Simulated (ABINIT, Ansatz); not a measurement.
# Li3SI (Pm-3m): Raman and infrared activity

Aim: Raman and infrared lines of Li3SI (Pm-3m).

Main program and level: ABINIT 10.8.3; DFT LDA, scalar-relativistic, plane waves, PseudoDojo norm-conserving pseudopotentials.

The structure was built from a prototype and need not be the compound's stable phase.

## Step 1: Starting point

The structure is cubic, space group Pm-3m (No. 221). The conventional cell has a = 4.610 Å, b = 4.610 Å, c = 4.610 Å, α = 90.00°, β = 90.00°, γ = 90.00°. Nearest to I lie 12 Li at 3.26 Å. S has 6 Li at 2.30 Å nearest. Nearest to Li lie 2 S at 2.30 Å and 4 I at 3.26 Å and 8 Li at 3.26 Å. Farther neighbours and most contacts between anions are not listed.

## Step 2: Relaxation

The harmonic expansion needs vanishing forces, and a free crystal bears no stress, so cell and atoms are brought to rest. Stress is more sensitive to the basis than forces are: the last 3 Ha under the cutoff are smoothed with ecutsm, and the cutoff is raised above that of the later runs.

The starting cell comes from a relaxation made beforehand in Ansatz (LDA, PseudoDojo NC).

Contents of relax.abi:

```
# relaxation
ionmov 2
optcell 2
dilatmx 1.08
ntime 40
tolmxf 1.0d-05
tolvrs 1.0d-14
prtwf 0
prtden 0
chksymtnons 0

# basis, mesh and filling
ecut 41.0
ecutsm 3.0
ngkpt 4 4 4
nshiftk 1
shiftk 0.0 0.0 0.0
istwfk *1
occopt 1
nband 11
nstep 100
diemac 9.0
prtebands 0
prtgsr 0

# cell and atoms
acell 3*1.0 Angstrom
rprim 
    4.609838874 0.0 0.0
    0.0 4.609838874 0.0
    0.0 0.0 4.609838874
ntypat 3
znucl 53 16 3
natom 5
typat 1 2 3 3 3
xred 
    0.0 0.0 0.0
    0.5 0.5 0.5
    0.5 0.5 0.0
    0.5 0.0 0.5
    0.0 0.5 0.5
pp_dirpath "./pseudo"
pseudos "I.upf, S.upf, Li.upf"
```

Command:

```console
$ OMP_NUM_THREADS=1 mpirun -n 4 abinit relax.abi > relax.log
```

Numbers of over 12 decimals in the logs are rounded to 6 here.

relax.abo, the main output file:

```text
[banners, grids, parts of the stress and lines that vanish by symmetry left out]
- input  file    -> relax.abi
- output file    -> relax.abo
- root for input  files -> relaxi
[...]
Symmetries : space group Pm -3 m (#221); Bravais cP (primitive cubic)
[...]
mpw =       10488          nfft =      216000          nkpt =          10
[...]
== DATASET  1 ==================================================================
[...]
cutoff_energies: {ecut:  41.0, pawecutdg:  -1.0, }
[...]
ETOT  1  -45.549267175669    -4.555E+01 1.052E-01 1.331E+03
 ETOT  2  -45.644808336770    -9.554E-02 8.293E-06 1.085E+02
 ETOT  3  -45.654599107622    -9.791E-03 1.175E-04 1.048E+01
 ETOT  4  -45.655038633156    -4.395E-04 1.728E-05 2.830E-02
 ETOT  5  -45.655039745712    -1.113E-06 1.839E-08 1.991E-03
[...]
At SCF step   12       vres2   =  2.12E-16 < tolvrs=  1.00E-14 =>converged.
[...]
sigma(1 1)= -5.27077466E-07  sigma(3 2)=  0.00000000E+00
  sigma(2 2)= -5.27077466E-07  sigma(3 1)=  0.00000000E+00
  sigma(3 3)= -5.27077466E-07  sigma(2 1)=  0.00000000E+00
[...]
convergence: {deltae:  4.263E-13, res2:  2.123E-16, residm:  6.814E-20, diffor: null, }
etotal    :  -4.56550398E+01
[...]
ETOT  1  -45.655039795153    -4.566E+01 8.269E-12 1.491E-04
[...]
At SCF step    8       vres2   =  1.69E-15 < tolvrs=  1.00E-14 =>converged.
[...]
sigma(1 1)= -4.75225648E-07  sigma(3 2)=  0.00000000E+00
  sigma(2 2)= -4.75225648E-07  sigma(3 1)=  0.00000000E+00
  sigma(3 3)= -4.75225648E-07  sigma(2 1)=  0.00000000E+00
[...]
convergence: {deltae: -5.755E-13, res2:  1.691E-15, residm:  7.030E-20, diffor: null, }
etotal    :  -4.56550398E+01
[...]
ETOT  1  -45.655039365859    -4.566E+01 9.201E-12 1.254E-02
[...]
ETOT  8  -45.655039869598     1.634E-13 5.642E-18 1.241E-13
 ETOT  9  -45.655039869597     2.771E-13 2.951E-20 1.065E-15
 At SCF step    9       vres2   =  1.07E-15 < tolvrs=  1.00E-14 =>converged.
[...]
sigma(1 1)= -2.77101790E-10  sigma(3 2)=  0.00000000E+00
  sigma(2 2)= -2.77101788E-10  sigma(3 1)=  0.00000000E+00
  sigma(3 3)= -2.77101787E-10  sigma(2 1)=  0.00000000E+00
[...]
convergence: {deltae:  2.771E-13, res2:  1.065E-15, residm:  2.951E-20, diffor: null, }
etotal    :  -4.56550399E+01
[...]
At Broyd/MD step   3, gradients are converged :
[...]
sigma(1 1)= -2.77101790E-10  sigma(3 2)=  0.00000000E+00
  sigma(2 2)= -2.77101788E-10  sigma(3 1)=  0.00000000E+00
  sigma(3 3)= -2.77101787E-10  sigma(2 1)=  0.00000000E+00
[...]
- sigma(1 1)= -8.15261612E-06  sigma(3 2)=  0.00000000E+00
- sigma(2 2)= -8.15261607E-06  sigma(3 1)=  0.00000000E+00
- sigma(3 3)= -8.15261604E-06  sigma(2 1)=  0.00000000E+00
[...]
fcart     -0.0000000000E+00 -0.0000000000E+00 -0.0000000000E+00
           strten     -2.7710178965E-10 -2.7710178813E-10 -2.7710178683E-10
================================================================================

[key lines of the parts left out:]
pressure_GPa:   8.1526E-06
Total energy (etotal) [Ha]= -4.56550398695975E+01
```

The job ended after 50 s (4 MPI ranks of Intel Xeon at 2.70GHz, shared host; 3.3 min of CPU time).

Little changed from the start: no atom moved by 0.005 Å and no cell edge by 0.1 %.

This step gave:

```yaml
volume_per_atom: 19.60 Å³
pressure: 8.15e-6 GPa
```

## Step 3: Ground state

The response is built on these wavefunctions, so the potential is converged far more tightly than an energy would need.

Contents of gs.abi:

```
# ground state
tolvrs 1.0d-16
prtden 1
prtwf 1

# basis, mesh and filling
ecut 33.0
ngkpt 4 4 4
nshiftk 1
shiftk 0.0 0.0 0.0
istwfk *1
occopt 1
nband 11
nstep 100
diemac 9.0
prtebands 0
prtgsr 0

# cell and atoms
acell 3*1.0 Angstrom
rprim 
    4.610580155 0.0 0.0
    0.0 4.610580155 0.0
    0.0 0.0 4.610580155
ntypat 3
znucl 53 16 3
natom 5
typat 1 2 3 3 3
xred 
    0.0 0.0 0.0
    0.5 0.5 0.5
    0.5 0.5 0.0
    0.5 0.0 0.5
    0.0 0.5 0.5
pp_dirpath "./pseudo"
pseudos "I.upf, S.upf, Li.upf"
```

Command:

```console
$ OMP_NUM_THREADS=1 mpirun -n 4 abinit gs.abi > gs.log
```

gs.abo, the main output file:

```text
[banners, grids, parts of the stress and lines that vanish by symmetry left out]
- input  file    -> gs.abi
- output file    -> gs.abo
- root for input  files -> gsi
[...]
Symmetries : space group Pm -3 m (#221); Bravais cP (primitive cubic)
[...]
mpw =        6031          nfft =      110592          nkpt =          10
[...]
== DATASET  1 ==================================================================
[...]
cutoff_energies: {ecut:  33.0, pawecutdg:  -1.0, }
[...]
ETOT  1  -45.538576529072    -4.554E+01 7.444E-02 6.752E+02
 ETOT  2  -45.645241602333    -1.067E-01 8.022E-06 5.200E+01
 ETOT  3  -45.654282885578    -9.041E-03 1.166E-04 5.420E+00
 ETOT  4  -45.654729009562    -4.461E-04 1.718E-05 2.088E-02
 ETOT  5  -45.654730792956    -1.783E-06 2.294E-08 1.132E-03
[...]
ETOT 12  -45.654730853305     7.034E-13 1.068E-19 1.153E-15
 ETOT 13  -45.654730853304     1.130E-12 4.071E-21 1.649E-18
 At SCF step   13       vres2   =  1.65E-18 < tolvrs=  1.00E-16 =>converged.
[...]
sigma(1 1)=  6.72204852E-06  sigma(3 2)=  0.00000000E+00
  sigma(2 2)=  6.72204852E-06  sigma(3 1)=  0.00000000E+00
  sigma(3 3)=  6.72204852E-06  sigma(2 1)=  0.00000000E+00
[...]
convergence: {deltae:  1.130E-12, res2:  1.649E-18, residm:  4.071E-21, diffor: null, }
etotal    :  -4.56547309E+01
[...]
sigma(1 1)=  6.72204852E-06  sigma(3 2)=  0.00000000E+00
  sigma(2 2)=  6.72204852E-06  sigma(3 1)=  0.00000000E+00
  sigma(3 3)=  6.72204852E-06  sigma(2 1)=  0.00000000E+00
[...]
- sigma(1 1)=  1.97769495E-01  sigma(3 2)=  0.00000000E+00
- sigma(2 2)=  1.97769495E-01  sigma(3 1)=  0.00000000E+00
- sigma(3 3)=  1.97769495E-01  sigma(2 1)=  0.00000000E+00
[...]
fcart     -0.0000000000E+00 -0.0000000000E+00 -0.0000000000E+00
           strten      6.7220485199E-06  6.7220485199E-06  6.7220485199E-06
================================================================================

[key lines of the parts left out:]
pressure_GPa:  -1.9777E-01
```

Wall time 14 s (4 MPI ranks).

This step gave:

| Quantity | Value |
| --- | --- |
| pressure | -0.1978 GPa |

The cell stands at -0.20 GPa: the relaxation ran with a smoothed and higher cutoff, and the difference is a stress of the finite basis.

## Step 4: The gap at rest

Empty bands on the ground state's density check that the gap assumed so far is there in this cell.

Contents of gap.abi:

```
# empty bands on the ground state's density
iscf -2
getden_filepath "gso_DEN"
tolwfr 1.0d-12
nbdbuf 2
prtwf 0

# basis, mesh and filling
ecut 33.0
ngkpt 4 4 4
nshiftk 1
shiftk 0.0 0.0 0.0
istwfk *1
occopt 1
nband 15
nstep 100
diemac 9.0
prtebands 0
prtgsr 0

# cell and atoms
acell 3*1.0 Angstrom
rprim 
    4.610580155 0.0 0.0
    0.0 4.610580155 0.0
    0.0 0.0 4.610580155
ntypat 3
znucl 53 16 3
natom 5
typat 1 2 3 3 3
xred 
    0.0 0.0 0.0
    0.5 0.5 0.5
    0.5 0.5 0.0
    0.5 0.0 0.5
    0.0 0.5 0.5
pp_dirpath "./pseudo"
pseudos "I.upf, S.upf, Li.upf"
```

Command:

```console
$ OMP_NUM_THREADS=1 mpirun -n 4 abinit gap.abi > gap.log
```

gap.abo, the main output file:

```text
[banners, grids, parts of the stress and lines that vanish by symmetry left out]
- input  file    -> gap.abi
- output file    -> gap.abo
- root for input  files -> gapi
[...]
Symmetries : space group Pm -3 m (#221); Bravais cP (primitive cubic)
[...]
mpw =        6031          nfft =      110592          nkpt =          10
[...]
== DATASET  1 ==================================================================
[...]
cutoff_energies: {ecut:  33.0, pawecutdg:  -1.0, }
[...]
-outvars: echo values of variables after computation
            acell      1.8897261259E+00  1.8897261259E+00  1.8897261259E+00 Bohr
================================================================================
```

Wall time 10 s (4 MPI ranks); 41 s of CPU time.

This step gave:

```yaml
gap_on_the_k_mesh: 3.228 eV
```

In this cell the gap on the mesh is 3.2 eV, direct, so fixed occupations hold.

## Step 5: Zone-centre response

The derivative of the wavefunctions by k comes first, since the response to a field is built on it; then the field and the displacements that symmetry doesn't supply are solved at q = 0. By the 2n+1 theorem the first-order wavefunctions also give third derivatives: Raman tensors and the non-linear susceptibility.

It reads the wavefunctions written in step 3.

Contents of dfpt_gamma.abi:

```
ndtset 3

# common to the responses
getwfk_filepath "gso_WFK"
kptopt 2
nqpt 1
qpt 0.0 0.0 0.0
asr 0
chneut 0

# d/dk
rfelfd1 2
rfdir1 1 1 1
iscf1 -3
tolwfr1 1.0d-20

# displacements, field
rfphon2 1
rfatpol2 1 5
rfdir2 1 1 1
rfelfd2 3
getddk2 1
tolvrs2 1.0d-10
prepanl2 1
prtden2 1

# third order
optdriver3 5
getden_filepath3 "gso_DEN"
get1den3 2
get1wf3 2
getddk3 1
d3e_pert1_elfd3 1
d3e_pert1_phon3 1
d3e_pert1_atpol3 1 5
d3e_pert1_dir3 1 1 1
d3e_pert2_elfd3 1
d3e_pert2_dir3 1 1 1
d3e_pert3_elfd3 1
d3e_pert3_dir3 1 1 1
usepead3 1
tolvrs3 1.0d-10

# basis, mesh and filling
ecut 33.0
ngkpt 4 4 4
nshiftk 1
shiftk 0.0 0.0 0.0
istwfk *1
occopt 1
nband 11
nstep 100
diemac 9.0
prtebands 0
prtgsr 0

# cell and atoms
acell 3*1.0 Angstrom
rprim 
    4.610580155 0.0 0.0
    0.0 4.610580155 0.0
    0.0 0.0 4.610580155
ntypat 3
znucl 53 16 3
natom 5
typat 1 2 3 3 3
xred 
    0.0 0.0 0.0
    0.5 0.5 0.5
    0.5 0.5 0.0
    0.5 0.0 0.5
    0.0 0.5 0.5
pp_dirpath "./pseudo"
pseudos "I.upf, S.upf, Li.upf"
```

Command:

```console
$ OMP_NUM_THREADS=1 mpirun -n 4 abinit dfpt_gamma.abi > dfpt_gamma.log
```

dfpt_gamma.abo, the main output file:

```text
[banners, grids, parts of the stress and lines that vanish by symmetry left out]
- input  file    -> dfpt_gamma.abi
- output file    -> dfpt_gamma.abo
- root for input  files -> dfpt_gammai
[...]
DATASET    1 : space group Pm -3 m (#221); Bravais cP (primitive cubic)
[...]
nfft =      110592          nkpt =          36
[...]
DATASET    2 : space group Pm -3 m (#221); Bravais cP (primitive cubic)
[...]
nfft =      110592          nkpt =          36
[...]
DATASET    3 : space group Pm -3 m (#221); Bravais cP (primitive cubic)
[...]
mpw =        6031          nfft =      110592          nkpt =          36
[...]
== DATASET  1 ==================================================================
[...]
cutoff_energies: {ecut:  33.0, pawecutdg:  -1.0, }
[...]
-  3.00000   3.00000  180309                  znucl, zion, pspdat
[...]
Perturbation : derivative vs k along direction   1
[...]
-ETOT  1  -12.171932025047     -1.217E+01 7.521E-02 0.000E+00
 ETOT  2  -12.186635137657     -1.470E-02 3.100E-04 0.000E+00
 ETOT  3  -12.186689774222     -5.464E-05 3.916E-06 0.000E+00
 ETOT  4  -12.186690150325     -3.761E-07 2.942E-08 0.000E+00
 ETOT  5  -12.186690153611     -3.285E-09 4.809E-10 0.000E+00
[...]
At SCF step   11   max residual=  9.94E-21 < tolwfr=  1.00E-20 =>converged.
[...]
Perturbation : derivative vs k along direction   2
[...]
-ETOT  1  -12.171705549184     -1.217E+01 7.521E-02 0.000E+00
[...]
At SCF step   11   max residual=  9.94E-21 < tolwfr=  1.00E-20 =>converged.
[...]
Perturbation : derivative vs k along direction   3
[...]
-ETOT  1  -12.171932009900     -1.217E+01 7.521E-02 0.000E+00
[...]
At SCF step   11   max residual=  9.94E-21 < tolwfr=  1.00E-20 =>converged.
[...]
1        1       1.2763059728    0.0000000000
     1        2       0.0000000000    0.0000000000
     1        3       0.0000000000    0.0000000000
     2        1       0.0000000000    0.0000000000
     2        2       1.2763059728   -0.0000000000
     2        3       0.0000000000    0.0000000000
     3        1       0.0000000000    0.0000000000
     3        2       0.0000000000    0.0000000000
     3        3       1.2763059728   -0.0000000000
[...]
== DATASET  2 ==================================================================
[...]
cutoff_energies: {ecut:  33.0, pawecutdg:  -1.0, }
[...]
Perturbation : displacement of atom   1   along direction   1
[...]
-ETOT  1  0.991960     -3.477E+02 3.801E+00 7.373E+02
[...]
At SCF step    9       vres2   =  8.07E-12 < tolvrs=  1.00E-10 =>converged.
[...]
Perturbation : displacement of atom   2   along direction   1
[...]
-ETOT  1   7.427675     -5.567E+02 2.288E+00 9.079E+03
[...]
At SCF step    9       vres2   =  5.93E-11 < tolvrs=  1.00E-10 =>converged.
[...]
Perturbation : displacement of atom   3   along direction   1
[...]
-ETOT  1  0.736029     -2.597E+03 3.024E+01 1.069E+03
[...]
At SCF step   10       vres2   =  5.71E-12 < tolvrs=  1.00E-10 =>converged.
[...]
Perturbation : displacement of atom   3   along direction   3
[...]
-ETOT  1   6.063212     -2.579E+03 2.839E+01 3.797E+03
[...]
At SCF step   10       vres2   =  2.65E-12 < tolvrs=  1.00E-10 =>converged.
[...]
Perturbation : homogeneous electric field along direction   1
[...]
-ETOT  1  -86.007395118071     -8.601E+01 1.178E+00 3.620E+04
[...]
At SCF step   10       vres2   =  3.19E-11 < tolvrs=  1.00E-10 =>converged.
[...]
Perturbation : homogeneous electric field along direction   2
[...]
-ETOT  1  -86.010593521958     -8.601E+01 1.178E+00 3.619E+04
[...]
At SCF step   10       vres2   =  2.02E-11 < tolvrs=  1.00E-10 =>converged.
[...]
Perturbation : homogeneous electric field along direction   3
[...]
-ETOT  1  -86.007393782003     -8.601E+01 1.178E+00 3.620E+04
[...]
ETOT  9  -97.714717783845     -9.067E-12 3.341E-14 5.479E-10
 ETOT 10  -97.714717783845     -5.116E-13 9.342E-16 2.593E-11
 At SCF step   10       vres2   =  2.59E-11 < tolvrs=  1.00E-10 =>converged.
[...]
Dielectric tensor, in cartesian coordinates,
[...]
1    7   1    7         4.5698968338        -0.0000000000
   1    7   2    7        -0.0000000000        -0.0000000000
   1    7   3    7        -0.0000000000        -0.0000000000
   2    7   1    7        -0.0000000000        -0.0000000000
   2    7   2    7         4.5698968338        -0.0000000000
   2    7   3    7        -0.0000000000        -0.0000000000
   3    7   1    7        -0.0000000000        -0.0000000000
   3    7   2    7        -0.0000000000        -0.0000000000
   3    7   3    7         4.5698968338        -0.0000000000
  Effective charges, in cartesian coordinates,
[...]
1    1   1    7        -1.5292554668         0.0000000000
   2    1   1    7         0.0000000000         0.0000000000
   3    1   1    7         0.0000000000         0.0000000000
   1    2   1    7        -2.0763149303         0.0000000000
   2    2   1    7         0.0000000000         0.0000000000
[...]
Effective charges, in cartesian coordinates,
[...]
2    7   1    5         0.0000000000         0.0000000000
   3    7   1    5         0.0000000000         0.0000000000
   1    7   2    5         0.0000000000         0.0000000000
   2    7   2    5         1.1933312452         0.0000000000
   3    7   2    5         0.0000000000         0.0000000000
   1    7   3    5         0.0000000000         0.0000000000
   2    7   3    5         0.0000000000         0.0000000000
   3    7   3    5         1.1933312452         0.0000000000
  Phonon wavevector (reduced coordinates) :  0.00000  0.00000  0.00000
 Phonon energies in Hartree :
[...]
Phonon frequencies in cm-1    :
- -4.607096E+01 -4.607096E+01 -4.607096E+01 -3.742422E+01 -3.742422E+01
- -3.742422E+01  1.383548E-01  1.383556E-01  1.383580E-01  1.361396E+02
-  1.361396E+02  1.361396E+02  5.245826E+02  5.245826E+02  5.245826E+02
  Phonon at Gamma, with non-analyticity in the
[...]
Phonon energies in Hartree :
[...]
Phonon frequencies in cm-1    :
- -4.607096E+01 -4.607096E+01 -4.607096E+01 -3.742422E+01 -3.742422E+01
- -9.039264E-02  1.383548E-01  1.383556E-01  1.118667E+02  1.361396E+02
-  1.361396E+02  2.279945E+02  5.245826E+02  5.245826E+02  5.584427E+02
  Phonon at Gamma, with non-analyticity in the
[...]
Phonon energies in Hartree :
[...]
Phonon frequencies in cm-1    :
- -4.607096E+01 -4.607096E+01 -4.607096E+01 -3.742422E+01 -3.742422E+01
- -9.039629E-02  1.383548E-01  1.383580E-01  1.118667E+02  1.361396E+02
-  1.361396E+02  2.279945E+02  5.245826E+02  5.245826E+02  5.584427E+02
  Phonon at Gamma, with non-analyticity in the
[...]
Phonon energies in Hartree :
[...]
Phonon frequencies in cm-1    :
- -4.607096E+01 -4.607096E+01 -4.607096E+01 -3.742422E+01 -3.742422E+01
- -9.039753E-02  1.383556E-01  1.383580E-01  1.118667E+02  1.361396E+02
-  1.361396E+02  2.279945E+02  5.245826E+02  5.245826E+02  5.584427E+02
[...]
== DATASET  3 ==================================================================
[...]
cutoff_energies: {ecut:  33.0, pawecutdg:  -1.0, }
[...]
1          1       -0.000000000       -0.000000000       -0.000000000
[...]
1          2       -0.000000000       -0.000000000       -0.000000000
[...]
1          3       -0.000000000       -0.000000000       -0.000000000
[...]
2          1       -0.000000000       -0.000000000       -0.000000000
[...]
2          2       -0.000000000       -0.000000000       -0.000000000
[...]
2          3       -0.000000000       -0.000000000       -0.000000000
[...]
3          1       -0.000000000       -0.000000000       -0.000000000
[...]
3          2       -0.000000000       -0.000000000       -0.000000000
[...]
3          3       -0.000000000       -0.000000000       -0.000000000
[...]
4          1       -0.000000000       -0.000000000       -0.000000000
[...]
4          2       -0.000000000       -0.000000000       -0.000000000
[...]
4          3       -0.000000000       -0.000000000       -0.000000000
[...]
5          1       -0.000000000       -0.000000000       -0.000000000
[...]
5          2       -0.000000000       -0.000000000       -0.000000000
[...]
5          3       -0.000000000       -0.000000000       -0.000000000
[...]
strten2     0.0000000000E+00  0.0000000000E+00  0.0000000000E+00
           strten3     0.0000000000E+00  0.0000000000E+00  0.0000000000E+00
================================================================================
```

Elapsed: 4 min, on 4 MPI ranks; 16 min of CPU time.

This step gave:

| Item | Value |
| --- | --- |
| miss of the charge sum rule | 0.03569 e |
| largest acoustic frequency at the zone centre before the sum rule | 0.14 cm⁻¹ |
| highest optical zone-centre mode (no LO-TO term) | 524.6 cm⁻¹ |
| lowest optical zone-centre mode | -46.07 cm⁻¹ |
| mean high-frequency dielectric constant | 4.570 |
| largest Born charge in size (third of the trace) | 2.076 e |

Born charge (rows field, columns displacement), before the sum rule (e), principal values of the symmetric part by kind of site:

```
atom  atoms with these values    low  middle   high   mean
  I1                        1  -1.53   -1.53  -1.53  -1.53
  S2                        1  -2.08   -2.08  -2.08  -2.08
 Li3                        3   1.18    1.19   1.19   1.19
```

In full for Li3:

```
1.19 0.00 0.00
0.00 1.19 0.00
0.00 0.00 1.18
```

High-frequency dielectric tensor:

```
4.57 0.00 0.00
0.00 4.57 0.00
0.00 0.00 4.57
```

The acoustic modes at Γ come out as far as 0.1 cm⁻¹ from zero, where they should vanish, a small numerical error; the Born charges miss their sum rule by 0.036 e, which is fair. The lowest optical mode is imaginary, 46i cm⁻¹, an instability at this level and on this k mesh.

(Part 1 of 2 ends here.)

[Host names and launcher messages were left out of these logs when they were recorded.]

[Logs are printed without paths, hosts, clocks, repeated set-up lines and the standing remarks that a program may print on its own settings, such as how far it seeks lower states.]

[Hosts, paths, dates, database ids (printed as entryN), source tags and the programs' standing remarks are cut or masked in the printed files.]
